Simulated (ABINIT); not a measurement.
# Quasiparticle gap of LiHS (Ama2) in ABINIT

How does a plane-wave GW calculation on LiHS (Ama2) run from the first input to the gap?

Main program and level: ABINIT 10.8.3; PBEsol and many-body steps on it, plane waves.

**1. The structure**

The structure is orthorhombic, space group Ama2 (No. 40). Conventional cell: a = 6.157 Å, b = 5.618 Å, c = 5.515 Å, α = 90.00°, β = 90.00°, γ = 90.00°. Nearest to Li lie 4 S at 2.49 to 2.51 Å. Nearest to H lie 1 S at 1.35 Å. Nearest to S lie 1 H at 1.35 Å and 4 Li at 2.49 to 2.51 Å. Farther neighbours and most contacts between anions are not listed.

The cell and positions come from the Crystallography Open Database and are kept as given unless a step says otherwise.

**2. Ground state**

This step: ABINIT 10.8.3; DFT, PBEsol, plane waves, norm-conserving pseudopotentials.

The ground-state density comes first.

run.abi

```
acell 3*1.0 Angstrom
rprim 
  6.156870000000 0.000000000000 0.000000000000
  0.000000000000 2.809205000000 2.757390000000
  0.000000000000 -2.809205000000 2.757390000000
ntypat 3
znucl 3 1 16
natom 6
typat 1 1 2 2 3 3
xred 
  0.500000000000 0.501660000000 0.501660000000
  0.000000000000 0.501660000000 0.501660000000
  0.250000000000 0.133090000000 0.983490000000
  0.750000000000 0.983490000000 0.133090000000
  0.750000000000 0.998760000000 0.475340000000
  0.250000000000 0.475340000000 0.998760000000
pp_dirpath "pseudos"
pseudos "Li.upf, H.upf, S.upf"
ecut 33
ngkpt 4 6 6
nshiftk 1
shiftk 0 0 0
kptopt 1
chksymbreak 0
nband 17
occopt 1
tolvrs 1e-10
nstep 60
prtwf 0
optforces 0
optstress 0
indata_prefix "in"
outdata_prefix "out"
tmpdata_prefix "tmp"
```

Command:

```sh
$ OMP_NUM_THREADS=1 mpirun -n 8 abinit run.abi > log
```

Numbers of over 12 decimals in the logs are rounded to 6 here.

Output:

```text
.Version 10.8.3 of ABINIT. v10.8.2 released Aug 2026.

 Symmetries : space group Am a 2 (# 40); Bravais oC (1-face-center ortho.)
================================================================================
 Values of the parameters that define the memory need of the present run
     intxc =       0    ionmov =       0      iscf =       7    lmnmax =       6
     lnmax =       6     mgfft =      64  mpssoang =       3    mqgrid =    3009
     natom =       6  nloc_mem =       1    nspden =       1   nspinor =       1
    nsppol =       1      nsym =       4    n1xccc =    2501    ntypat =       3
    occopt =       1   xclevel =       2
-    mband =          17        mffmem =           1         mkmem =           5
       mpw =        5866          nfft =      102400          nkpt =          39
================================================================================
  Rough estimation (10% accuracy) of disk space for files :
================================================================================

--------------------------------------------------------------------------------
------------- Echo of variables that govern the present computation ------------
--------------------------------------------------------------------------------
 -outvars: echo values of preprocessed input variables --------
            acell      1.8897261259E+00  1.8897261259E+00  1.8897261259E+00 Bohr

      chksymbreak           0
             ecut      3.30000000E+01 Hartree
-          fftalg         312

              ixc     -116133
              kpt      0.00000000E+00  0.00000000E+00  0.00000000E+00
                       2.50000000E-01  0.00000000E+00  0.00000000E+00
                       5.00000000E-01  0.00000000E+00  0.00000000E+00
                       0.00000000E+00  1.66666667E-01  0.00000000E+00
                       2.50000000E-01  1.66666667E-01  0.00000000E+00
                       5.00000000E-01  1.66666667E-01  0.00000000E+00
                       0.00000000E+00  3.33333333E-01  0.00000000E+00
                       2.50000000E-01  3.33333333E-01  0.00000000E+00
                       5.00000000E-01  3.33333333E-01  0.00000000E+00
   [... 28 further rows ...]
                       2.50000000E-01  5.00000000E-01  5.00000000E-01
                       5.00000000E-01  5.00000000E-01  5.00000000E-01
         kptrlatt        4    0    0      0    6    0      0    0    6
          kptrlen      4.46317133E+01
P           mkmem           5
            natom           6
            nband          17
            ngfft          64      40      40
             nkpt          39
            nstep          60
             nsym           4
           ntypat           3
              occ      2.000000  2.000000  2.000000  2.000000  2.000000  2.000000
                       2.000000  2.000000  2.000000  2.000000  0.000000  0.000000
                       0.000000  0.000000  0.000000  0.000000  0.000000
        optforces           0
        optstress           0
            prtwf           0
            rprim      6.1568700000E+00  0.0000000000E+00  0.0000000000E+00
[...]
spgroup          40

           tolvrs      1.00000000E-10

             xred      5.0000000000E-01  5.0166000000E-01  5.0166000000E-01
[...]
znucl        3.00000    1.00000   16.00000

================================================================================

 chkinp: Checking input parameters for consistency.

================================================================================
== DATASET  1 ==================================================================
-   mpi_nproc: 8, omp_nthreads: 1 (-1 if OMP is not activated)

--- !DatasetInfo
iteration_state: {dtset: 1, }
dimensions: {natom: 6, nkpt: 39, mband: 17, nsppol: 1, nspinor: 1, nspden: 1, mpw: 5866, }
cutoff_energies: {ecut:  33.0, pawecutdg:  -1.0, }
electrons: {nelect:   2.00000000E+01, charge:   0.00000000E+00, occopt:   1.00000000E+00, tsmear:   1.00000000E-02, }

 Real(R)+Recip(G) space primitive vectors, cartesian coordinates (Bohr,Bohr^-1):
 R(1)= 11.6347981  0.0000000  0.0000000  G(1)=  0.0859491  0.0000000  0.0000000
 R(2)=  0.0000000  5.3086281  5.2107119  G(2)=  0.0000000  0.0941863  0.0959562
 R(3)=  0.0000000 -5.3086281  5.2107119  G(3)=  0.0000000 -0.0941863  0.0959562
 Unit cell volume ucvol=  6.4367732E+02 bohr^3
 Angles (23,13,12)=  9.10666108E+01  9.00000000E+01  9.00000000E+01 degrees

 getcut: wavevector=  0.0000  0.0000  0.0000  ngfft=  64  40  40
         ecut(hartree)=     33.000   => boxcut(ratio)=   2.07980

--- Pseudopotential description ------------------------------------------------
- Li Generated using ONCVPSP code by D. R. Hamann
-  3.00000   3.00000  180301                  znucl, zion, pspdat
12 -116133 1 -1 1944                          pspcod,pspxc,lmax,lloc,mmax
     nproj     2     2     0
  pspatm : epsatm=    2.60875052
         --- l  ekb(1:nproj) -->
[...]
pspatm: atomic psp has been read  and splines computed

- H Generated using ONCVPSP code by D. R. Hamann
-  1.00000   1.00000  180301                  znucl, zion, pspdat
12 -116133 1 -1 1180                          pspcod,pspxc,lmax,lloc,mmax
     nproj     2     1     0
  pspatm : epsatm=    0.35585368
         --- l  ekb(1:nproj) -->
[...]
1   -0.494138
 pspatm: atomic psp has been read  and splines computed

- S Generated using ONCVPSP code by D. R. Hamann
- 16.00000   6.00000  180301                  znucl, zion, pspdat
12 -116133 2 -1 1146                          pspcod,pspxc,lmax,lloc,mmax
     nproj     2     2     2
  pspatm : epsatm=    8.71840686
         --- l  ekb(1:nproj) -->
[...]
pspatm: atomic psp has been read  and splines computed

   4.67320442E+02                                ecore*ucvol(ha*bohr**3)
--------------------------------------------------------------------------------

_setup2: Arith. and geom. avg. npw (full set) are    5828.438    5828.426

================================================================================

--- !BeginCycle
iteration_state: {dtset: 1, }
solver: {iscf: 7, nstep: 60, nline: 4, wfoptalg: 0, }
tolerances: {tolvrs: 1.00E-10, }

     iter   Etot(hartree)      deltaE(h)  residm     vres2
 ETOT  1  -37.610628765635    -3.761E+01 5.035E-02 1.112E+02
 ETOT  2  -37.659837793491    -4.921E-02 3.467E-03 9.237E+00
 ETOT  3  -37.661608725954    -1.771E-03 8.412E-04 7.339E-01
 ETOT  4  -37.661658145485    -4.942E-05 8.112E-04 7.831E-02
 ETOT  5  -37.661662348232    -4.203E-06 4.859E-04 4.339E-03
 ETOT  6  -37.661662737711    -3.895E-07 5.033E-04 1.228E-04
 ETOT  7  -37.661662746368    -8.657E-09 2.192E-04 5.575E-06
 ETOT  8  -37.661662746758    -3.894E-10 1.457E-04 1.789E-07
 ETOT  9  -37.661662746766    -7.987E-12 7.996E-05 1.070E-08
 ETOT 10  -37.661662746766    -1.421E-14 3.495E-05 5.958E-10
 ETOT 11  -37.661662746766    -3.766E-13 2.869E-05 2.569E-11

 At SCF step   11       vres2   =  2.57E-11 < tolvrs=  1.00E-10 =>converged.

--- !ResultsGS
iteration_state: {dtset: 1, }
comment   : Summary of ground state results
lattice_vectors:
- [ 11.6347981,   0.0000000,   0.0000000, ]
- [  0.0000000,   5.3086281,   5.2107119, ]
- [  0.0000000,  -5.3086281,   5.2107119, ]
lattice_lengths: [  11.63480,    7.43862,    7.43862, ]
lattice_angles: [ 91.067,  90.000,  90.000, ] # degrees, (23, 13, 12)
lattice_volume:   6.4367732E+02
convergence: {deltae: -3.766E-13, res2:  2.569E-11, residm:  2.869E-05, diffor:  0.000E+00, }
etotal    :  -3.76616627E+01
entropy   :   0.00000000E+00
fermie    :  -4.48585749E-03
cartesian_stress_tensor: null
pressure_GPa: null
xred      :
- [  5.0000E-01,   5.0166E-01,   5.0166E-01, Li]
- [  0.0000E+00,   5.0166E-01,   5.0166E-01, Li]
- [  2.5000E-01,   1.3309E-01,   9.8349E-01,  H]
- [  7.5000E-01,   9.8349E-01,   1.3309E-01,  H]
- [  7.5000E-01,   9.9876E-01,   4.7534E-01,  S]
- [  2.5000E-01,   4.7534E-01,   9.9876E-01,  S]
cartesian_forces: null
force_length_stats: {min: null, max: null, mean: null, }

 Integrated electronic density in atomic spheres:
 ------------------------------------------------
 Atom  Sphere_radius  Integrated_density
[...]
================================================================================

 ----iterations are completed or convergence reached----

 Mean square residual over all n,k,spin=   14.102E-08; max=  28.689E-06
 reduced coordinates (array xred) for    6 atoms
[...]
0.000000000000      0.501660000000      0.501660000000
       0.250000000000      0.133090000000      0.983490000000
       0.750000000000      0.983490000000      0.133090000000
       0.750000000000      0.998760000000      0.475340000000
       0.250000000000      0.475340000000      0.998760000000
 rms dE/dt=  0.0000E+00; max dE/dt=  0.0000E+00; dE/dt below (all hartree)
    1       0.000000000000      0.000000000000      0.000000000000
    2       0.000000000000      0.000000000000      0.000000000000
    3       0.000000000000      0.000000000000      0.000000000000
    4       0.000000000000      0.000000000000      0.000000000000
    5       0.000000000000      0.000000000000      0.000000000000
    6       0.000000000000      0.000000000000      0.000000000000

 cartesian coordinates (angstrom) at end:
    1      3.078435     0.000000     2.766545
    2      0.000000     0.000000     2.766545
    3      1.539217    -2.388948     3.078847
    4      4.617653     2.388948     3.078847
    5      4.617653     1.470394     4.064669
    6      1.539217    -1.470394     4.064669
 length scales=  1.889726125908  1.889726125908  1.889726125908 bohr
              =  1.000000000000  1.000000000000  1.000000000000 angstroms
 prteigrs : about to open file out_EIG
 Fermi (or HOMO) energy (hartree) =  -0.00449   Average Vxc (hartree)=  -0.29109
 Eigenvalues (hartree) for nkpt=  39  k points:
 kpt#   1, nband= 17, wtk=  0.00694, kpt=  0.0000  0.0000  0.0000 (reduced coord)
  -1.60604   -1.60579   -0.45319   -0.43816   -0.12144   -0.11974   -0.08252   -0.02795
  -0.02600   -0.00449    0.11789    0.13122    0.18215    0.18331    0.28261    0.28443
   0.35071
 prteigrs : prtvol=0 or 1, do not print more k-points.

--- !EnergyTerms
iteration_state     : {dtset: 1, }
comment             : Components of total free energy in Hartree
kinetic             :  1.91716801812080E+01
hartree             :  7.73635523012616E+00
xc                  : -1.02698079831895E+01
Ewald energy        : -2.24137112900182E+01
psp_core            :  7.26016629708046E-01
local_psp           : -2.64915880727475E+01
non_local_psp       : -6.12060744185314E+00
total_energy        : -3.76616627467662E+01
total_energy_eV     : -1.02482605166813E+03
band_energy         : -9.17501539230451E+00

== END DATASET(S) ==============================================================
================================================================================

 -outvars: echo values of variables after computation  --------
           etotal     -3.7661662747E+01
            nband          17
             nkpt          39
          spgroup          40
 [... the other variables as echoed above ...]

 Calculation completed.
```

Elapsed: 22 s, on 8 MPI ranks of Arm Neoverse V1, shared host; peak memory 0.68 GiB.

Numbers from this step:

```
total energy               : -1024.8261 eV
gap                        : 3.330 eV
k of the valence top       : 0, 0, 0
k of the conduction bottom : 0, 0, 0
least direct gap           : 3.330 eV
```

The gap is direct, at Γ.

[end of part 1 of 3]

[Paths, hosts, dates, memory and timing lines, banners, echoed tables and standing remarks are left out of the program output.]

[Logs are printed without paths, hosts, clocks, repeated set-up lines and the standing remarks that a program may print on its own settings, such as how far it seeks lower states.]

[Runs of the session that timed out or met a known fault of the program may be left out.]

[Hosts, paths, dates, database ids (printed as entryN), source tags and the programs' standing remarks are cut or masked in the printed files.]

[G0W0 gaps are taken among the corrected bands and points alone; a level outside them can change the order at an edge.]

[Where Ansatz stands beside ABINIT at settings called matched, ABINIT's density can come from a denser mesh and the files from another edition; pairs whose starting gaps differed by over 0.03 eV were left out, so agreement reads better than it is.]
